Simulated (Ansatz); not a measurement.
# MgPd (Pm-3m): Grüneisen parameters, part 2 of 2

Does MgPd (Pm-3m) expand much on heating, by its phonons?

Ansatz 0.2.0; DFT PBEsol, scalar-relativistic, plane waves, PAW; PAW set soft_1.

So far, highest frequency on path, mesh or solved points (cm⁻¹): step 2 (response at finite wavevector) 321.

## Step 4: Phonons at the other volume, volume ratio 0.97

The phonons are repeated at this volume on the same meshes, so that differences come from the volume alone.

File input.yaml:

```yaml
crystal:
  lattice:
    - [3.1101961673, 0.0, 0.0]
    - [0.0, 3.1101961673, 0.0]
    - [0.0, 0.0, 3.1101961673]
  atoms:
    - { symbol: Mg, position: [0.0, 0.0, 0.0] }
    - { symbol: Pd, position: [0.5, 0.5, 0.5] }
kpoints:
  mp_grid: { grid: [16, 16, 16] }
hamiltonian:
  xc: pbesol
  pseudopotentials: { kind: paw, azcp: { folder: soft_1 }, xc_functional: pbe }
scf:
  occupations: { method: methfessel_paxton, width: 0.2 }
output:
  eigenvalues: true
phonons:
  method: dfpt
  qmesh: [4, 4, 4]
  temperatures: { t_max: 1000, t_step: 50 }
  qpath:
    path:
      - [[0.0, 0.0, 0.0], [0.0, 0.5, 0.0], [0.5, 0.5, 0.0], [0.0, 0.0, 0.0], [0.5, 0.5, 0.5], [0.0, 0.5, 0.0]]
      - [[0.5, 0.5, 0.5], [0.5, 0.5, 0.0]]
    npoints: 10
```

Started as:

```bash
$ ansatz run input.yaml --threads 4 --pin off --max-ram 10240MiB --backend cpu --events-out ev --progress --plain --runs-dir out
```

Output:

```text
[...]
Crystal: 2 atoms, lattice volume = 30.086 Å³
Basis set: ecut = 420 eV, 619 PW (Γ), exchange–correlation on 48×48×48 points (8 copies of the dense FFT grid, shifted against one another)
Bands: 18, of which v1, the nominal top of the filled ones, is band 14 counted from 1 (13 counted from 0)
Symmetry: 48 space group operations
k-points: 165 of 4096
[...]
SCF iter   1: F=—  HF=-8825.679246 eV  |F-HF|=—  |Δ(HF+E_count)|=         —  Δρ=2.71e-1  dr2=2.99e1  ethr=3.10e-3  ⟨swp⟩=5.1  Hψ=13956  notcnv=0
[...]
SCF iter   9: F=-8820.144686 eV  HF=-8820.144686 eV  |F-HF|=3.64e-12  |Δ(HF+E_count)|=  5.46e-12  S|Δr|=    0.00e0  Δρ=2.34e-8  dr2=1.83e-13  ethr=1.00e-12  ⟨swp⟩=5.8  Hψ=14199  notcnv=0
the search or the solves at the SCF's close seem to have found levels that the self-consistency loop had missed (the run counts 2). By its estimate they hold under 1e-12 electrons; where the run keeps them, the occupations were computed again with them
SCF 1 converged in 9 iterations: F = -8820.144686 eV  dr2 = 1.83e-13
[...]
SCF iter   3: F=-8820.144686 eV  HF=-8820.144686 eV  |F-HF|=1.82e-12  |Δ(HF+E_count)|=    0.00e0  S|Δr|=    0.00e0  Δρ=5.04e-8  dr2=4.09e-13  ethr=1.00e-12  ⟨swp⟩=1.0  Hψ=6607  notcnv=0
SCF 2 converged in 3 iterations: F = -8820.144686 eV  dr2 = 4.09e-13
[...]
NSCF: frozen V_eff on 165 k-points
[...]
SCF converged after 9 iterations
[...]
Free energy (F): -8820.144686 eV
[...]
Internal energy: -8820.145696 eV  (E = F + TS)
E sigma→0 (E₀):  -8820.144938 eV
Entropy (-TS):   0.001010 eV (0.505 meV/atom)
Fermi energy:    14.321206 eV
[...]
--- Band table (eV; the first three rows and the last of 165) ---
  k-point 0: bands = [... 10 lower, 9.9761, 12.1377, 12.1377, 12.1377, 21.5095, 21.5095, 21.5095, 24.3270]
  k-point 1: bands = [... 10 lower, 10.0062, 12.1017, 12.1017, 12.1418, 20.8940, 21.6029, 21.6029, 24.2697]
  k-point 2: bands = [... 10 lower, 10.0927, 12.0017, 12.0017, 12.1533, 19.6888, 21.8737, 21.8737, 24.1058]
  k-point 164: bands = [... 10 lower, 9.8213, 12.9409, 12.9409, 17.7065, 17.7065, 17.7065, 20.9137, 21.6982]
[...]
ASR residual: 7.826e-6 → 0.000e0 eV/Å²; symmetrization residual: 5.914e-6 eV/Å²
  ASR residual per site (eV/Å²): 7.83e-6 1.00e-6
  Γ frequencies (cm⁻¹): 0.00 0.00 0.00 262.78 262.78 262.78
--- Phonons (arbitrary-q DFPT): 10 irreducible q on the 4×4×4 mesh ---
[...]
interpolated dispersion: 62 rows × 6 modes
[...]
```

The job ended after 8.4 min (4 threads of Arm Neoverse V1, shared host; peak memory 2.9 GiB; 33 min of CPU time).

Read from the output:

```yaml
sum_rule_residual_before_enforcement: 7.83e-6 eV/Å²
highest_frequency_on_path_mesh_or_solved_points: 336.0 cm⁻¹
mean_frequency: 194 cm⁻¹
debye_temperature_second_moment: 398 K
logarithmic_mean_frequency: 170.5 cm⁻¹
highest_optical_mode_at_the_zone_centre_no_lo_to_term: 262.8 cm⁻¹
lowest_optical_zone_centre_mode: 262.8 cm⁻¹
lowest_mode_on_the_q_mesh_acoustic_modes_at_gamma_apart: 60.76 cm⁻¹
zero_point_energy_per_atom: 36.09 meV
heat_capacity_at_300_k: 22.92 J/(mol atoms K)
vibrational_entropy_at_300_k: 31.01 J/(mol atoms K)
edges_of_the_widest_gap_between_branches_on_path_and_mesh: 136.9, 231.9 cm⁻¹
```

Frequencies (cm⁻¹) solved at each irreducible wavevector; negative means imaginary. Frequencies by wavevector, by row:

```tsv
q in reciprocal lattice units	star	mode 1	mode 2	mode 3	mode 4	mode 5	mode 6
0 0 0	1	0	0	0	262.8	262.8	262.8
0 0 0.25	6	81.5	81.5	101.3	253.9	253.9	294.4
0 0 -0.5	3	123.7	123.7	136.9	242.4	242.4	336
0 0.25 0.25	12	60.8	102.3	127.1	246.4	286.8	289
0 0.25 -0.5	12	104.9	106	126.6	237.4	282.1	320.4
0 -0.5 -0.5	3	82.9	82.9	127.9	231.9	311.3	311.3
0.25 0.25 0.25	8	99.1	99.1	125.3	281.7	281.7	283.2
0.25 0.25 -0.5	12	107.7	112.3	122.7	277.1	278.5	314
0.25 -0.5 -0.5	6	113.8	113.8	127.4	273.9	310.1	310.1
-0.5 -0.5 -0.5	1	129.2	129.2	129.2	310.3	310.3	310.3
```

The highest optical mode at the zone centre (no LO-TO term) is 262.8 cm⁻¹, +14.3 cm⁻¹ against the base run.

## Step 5: Relaxing at another volume, volume ratio 1.03

The volume is scaled by 1.03 and held; symmetry leaves nothing to relax, so this is a single point. The modes can then be followed against volume.

input.yaml, the sections that differ from step 4:

```yaml
crystal:
  lattice:
    - [3.1730453461, 0.0, 0.0]
    - [0.0, 3.1730453461, 0.0]
    - [0.0, 0.0, 3.1730453461]
  atoms:
    - { symbol: Mg, position: [0.0, 0.0, 0.0] }
    - { symbol: Pd, position: [0.5, 0.5, 0.5] }
output:
  forces: true
  stress: true
  eigenvalues: true
# kpoints, hamiltonian, scf: as in step 4
# phonons: removed
```

Output:

```text
[...]
Crystal: 2 atoms, lattice volume = 31.947 Å³
Basis set: ecut = 420 eV, 619 PW (Γ), exchange–correlation on 48×48×48 points (8 copies of the dense FFT grid, shifted against one another)
Bands: 18, of which v1, the nominal top of the filled ones, is band 14 counted from 1 (13 counted from 0)
Symmetry: 48 space group operations
[...]
k-points: 165 of 4096
[...]
--- Band table (eV; the first three rows and the last of 165) ---
  k-point 0: bands = [... 10 lower, 9.2330, 11.1881, 11.1881, 11.1881, 20.1762, 20.1762, 20.1762, 22.9640]
  k-point 1: bands = [... 10 lower, 9.2601, 11.1553, 11.1553, 11.1917, 19.5757, 20.2653, 20.2653, 22.9175]
  k-point 2: bands = [... 10 lower, 9.3375, 11.0642, 11.0642, 11.2021, 18.3992, 20.5243, 20.5243, 22.7842]
  k-point 164: bands = [... 10 lower, 9.0589, 11.9195, 11.9195, 16.6057, 16.6057, 16.6057, 19.4285, 20.2502]
[key lines of the parts left out:]
SCF converged after 7 iterations
Free energy (F): -8820.145710 eV
Fermi energy:    13.226121 eV
P = ⅓ Tr σ = -2.8858 GPa (-28.858 kbar)
```

Run time: 1.5 s. Hardware: 4 threads; peak memory 0.36 GiB.

Read from the output:

```yaml
pressure: -2.886 GPa
volume_per_atom: 15.97 Å³
```

The run ends at a pressure of -2.89 GPa.

## Step 6: Phonons at the other volume, volume ratio 1.03

The phonons are repeated at this volume on the same meshes, so that differences come from the volume alone.

Changes to input.yaml since step 5:

```diff
@@ -16,4 +16,11 @@
 output:
-  forces: true
-  stress: true
   eigenvalues: true
+phonons:
+  method: dfpt
+  qmesh: [4, 4, 4]
+  temperatures: { t_max: 1000, t_step: 50 }
+  qpath:
+    path:
+      - [[0.0, 0.0, 0.0], [0.0, 0.5, 0.0], [0.5, 0.5, 0.0], [0.0, 0.0, 0.0], [0.5, 0.5, 0.5], [0.0, 0.5, 0.0]]
+      - [[0.5, 0.5, 0.5], [0.5, 0.5, 0.0]]
+    npoints: 10
```

Output:

```text
[...]
Crystal: 2 atoms, lattice volume = 31.947 Å³
Basis set: ecut = 420 eV, 619 PW (Γ), exchange–correlation on 48×48×48 points (8 copies of the dense FFT grid, shifted against one another)
Bands: 18, of which v1, the nominal top of the filled ones, is band 14 counted from 1 (13 counted from 0)
Symmetry: 48 space group operations
k-points: 165 of 4096
[...]
k-point 164: bands = [... 10 lower, 9.0589, 11.9196, 11.9196, 16.6057, 16.6057, 16.6057, 19.4286, 20.2502]
[...]
ASR residual: 3.228e-5 → 0.000e0 eV/Å²; symmetrization residual: 7.104e-6 eV/Å²
  ASR residual per site (eV/Å²): 2.05e-6 3.23e-5
  Γ frequencies (cm⁻¹): 0.00 0.00 0.00 234.72 234.72 234.72
--- Phonons (arbitrary-q DFPT): 10 irreducible q on the 4×4×4 mesh ---
[...]
interpolated dispersion: 62 rows × 6 modes
[...]
[key lines of the parts left out:]
SCF converged after 9 iterations
Free energy (F): -8820.145710 eV
Fermi energy:    13.226133 eV
```

Wall time 8.7 min (4 threads); peak memory 3 GiB.

Read from the output:

- sum-rule residual before enforcement: 3.23e-5 eV/Å²
- highest frequency on path, mesh or solved points: 306.2 cm⁻¹
- mean frequency: 173.9 cm⁻¹
- Debye temperature (second moment): 358 K
- logarithmic mean frequency: 152.2 cm⁻¹
- highest optical mode at the zone centre (no LO-TO term): 234.7 cm⁻¹
- lowest optical zone-centre mode: 234.7 cm⁻¹
- lowest mode on the q mesh (acoustic modes at Γ apart): 53.62 cm⁻¹
- zero-point energy per atom: 32.34 meV
- heat capacity at 300 K: 23.28 J/(mol atoms K)
- vibrational entropy at 300 K: 33.66 J/(mol atoms K)
- edges of the widest gap between branches, on path and mesh: 118.2, 208.3 cm⁻¹

The highest optical mode at the zone centre (no LO-TO term) is 234.7 cm⁻¹, -13.7 cm⁻¹ against the base run.

## Step 7: Grüneisen parameters

The Grüneisen parameter of a mode is minus the logarithmic change of its frequency with volume, −d ln ω / d ln V; weighted by heat capacity it gives the expansion.

This step gave:

```yaml
bulk_modulus: 105 GPa
```

The phonon branches at the labelled points (cm⁻¹):

```tsv
point	branch 1	branch 2	branch 3	branch 4	branch 5	branch 6
Γ	0	0	0	248	248	248
halfway	78	78	94	240	240	280
X	118	118	127	231	231	321
halfway	99	99	121	225	267	305
M	78	78	122	220	295	295
halfway	57	98	119	234	271	275
Γ	0	0	0	248	248	248
halfway	93	93	119	267	267	269
R	118	118	118	296	296	296
halfway	100	107	114	264	264	298
X	118	118	127	231	231	321
jump to R	118	118	118	296	296	296
halfway	106	106	119	261	295	295
M	78	78	122	220	295	295
```

The same for volume x 0.97:

```tsv
point	branch 1	branch 2	branch 3	branch 4	branch 5	branch 6
Γ	0	0	0	263	263	263
X	124	124	137	242	242	336
M	83	83	128	232	311	311
Γ	0	0	0	263	263	263
R	129	129	129	310	310	310
X	124	124	137	242	242	336
R	129	129	129	310	310	310
M	83	83	128	232	311	311
```

The same for volume x 1.03:

```tsv
point	branch 1	branch 2	branch 3	branch 4	branch 5	branch 6
Γ	0	0	0	235	235	235
X	112	112	118	219	219	306
M	72	72	117	208	279	279
Γ	0	0	0	235	235	235
R	108	108	108	283	283	283
X	112	112	118	219	219	306
R	108	108	108	283	283	283
M	72	72	117	208	279	279
```

The first set of phonon branches as a text plot (rows in cm⁻¹):

```
    329 |
    315 |      *****                                  ****
    301 |     *     ****                     *********    *******
    287 |    *       ** *****              **    **        *
    273 |   *       *      ***          ***        *        *
    259 | **       *          ***    ***            **       *
    245 |****     *           *******                 **
    231 |    *******      ****                         ***    **
    217 |           ******                                      *
    203 |
    189 |
    175 |
    161 |
    147 |
    133 |       *                                        *
    119 |     *****************        **** *********************
    105 |    **   **      ***        **  ***      *****     **
     91 |   **      **   *   * *    *   *                     **
     77 |   *         *****   * *      *                        *
     63 |  *               *** *     **
     49 | **                  * *  *
     35 | *                    * *  *
     21 |*                      ** *
      7 |                        **
         Γ      X      M          Γ            R        X|R     M
```

Mode Grueneisen parameter -dln(w)/dln(V), modes matched by rank; at Γ the acoustic branches take the value of a neighbouring point of the path. Mode grüneisen parameters along the path, in :

```tsv
point	branch 1	branch 2	branch 3	branch 4	branch 5	branch 6
Γ	1.43	1.43	2.19	1.88	1.88	1.88
halfway	1.59	1.59	2.38	1.81	1.81	1.73
X	1.69	1.69	2.45	1.67	1.67	1.55
halfway	2.10	2.16	1.60	1.73	1.81	1.68
M	2.23	2.23	1.50	1.79	1.84	1.84
halfway	2.10	1.61	2.21	1.78	1.88	1.67
Γ	2.67	1.46	1.94	1.88	1.88	1.88
halfway	2.17	2.17	1.84	1.75	1.75	1.70
R	2.99	2.99	2.99	1.52	1.52	1.52
halfway	2.32	1.72	2.52	1.75	1.68	1.68
X	1.69	1.69	2.45	1.67	1.67	1.55
jump to R	2.99	2.99	2.99	1.52	1.52	1.52
halfway	2.54	2.54	2.34	1.62	1.68	1.68
M	2.23	2.23	1.50	1.79	1.84	1.84
```

The mode Grüneisen parameters as a text plot (rows in , shown from 1.5 to 3.0 only):

```
   2.96 |                                    ****         *
   2.89 |                                       **
   2.83 |                                   **    *
   2.77 |                                        *         *
   2.70 |                        **                *
   2.64 |                                  *     **         *
   2.57 |                                                   *
   2.51 |                       *           *       *        *
   2.45 |    *****                         *       *     *
   2.38 |   *                            **             *
   2.32 |         *                        *      * **       **
   2.25 | **       **  * ****  *                     **        *
   2.19 |*           ** **   **         *                       *
   2.12 |            *       **
   2.06 |           *     ***  *                      *
   2.00 |                       *      *           *   *
   1.93 |          *             ** ****
   1.87 |***           * ************** ***           **      *
   1.80 |  **     *******    ***    ****             * *       **
   1.74 |   ***   ****   ****        ** ****       **   *     **
   1.68 |    * ****        ****        ****       **** ***   * *
   1.61 |   ***   **      *****            **    **  ***   ***
   1.55 |  *   ***  ***  *     **           ********  * ****    *
   1.48 | *            **        **
         Γ      X      M          Γ            R        X|R     M
```

(dS/dlnV)/C_V. Thermodynamic Grueneisen parameter against temperature:

```tsv
temperature (K)	thermodynamic Grueneisen parameter
50	2.04
100	1.97
150	1.94
200	1.92
250	1.91
300	1.91
350	1.91
400	1.91
450	1.90
500	1.90
550	1.90
600	1.90
650	1.90
700	1.90
750	1.90
800	1.90
850	1.90
900	1.90
950	1.90
1000	1.90
```

Gamma C_V/(B V) at the static volume. Table of volume expansion by temperature:

```tsv
temperature (K)	volume expansion (1e-6/K)
50	14.4
100	29.4
150	37.4
200	41.4
250	43.7
300	45.0
350	45.8
400	46.4
450	46.8
500	47.1
550	47.3
600	47.4
650	47.6
700	47.7
750	47.7
800	47.8
850	47.9
900	47.9
950	48.0
1000	48
```

## Step 8: Summary of results

```json
{
 "bulk modulus": "105 GPa",
 "thermodynamic Grüneisen parameter at 300 K": "1.909",
 "volume expansion at 300 K, estimated": "44.99 × 10⁻⁶ K⁻¹"
}
```

By this estimate the volume grows by 45.0 × 10⁻⁶ per kelvin at 300 K. The highest optical mode at Γ goes from 263 to 235 cm⁻¹ as the cell grows, a Grüneisen parameter of 1.88. Mode parameters on the path run from 1.4 to 3.0, with a median of 1.8. Branches are matched by rank, so values near crossings are rough. The expansion is the Grüneisen estimate at the static volume, with the static bulk modulus. With no gap, or one that is small against the smearing, the frequencies hang on the k mesh and the smearing, most of all near Kohn anomalies. The PAW files were made for PBE and serve the other functionals too. A phonon run warned that its eigensolver left some bands unconverged in a pass.

[Long decimals in the printed logs are rounded to 6 places.]

[Logs are printed without paths, hosts, clocks, repeated set-up lines and the standing remarks that a program may print on its own settings, such as how far it seeks lower states.]

[Hosts, paths, dates, database ids (printed as entryN), source tags and the programs' standing remarks are cut or masked in the printed files.]

[Where the starting crystal was built by hand or by swapping elements, it need not be the compound's stable phase.]
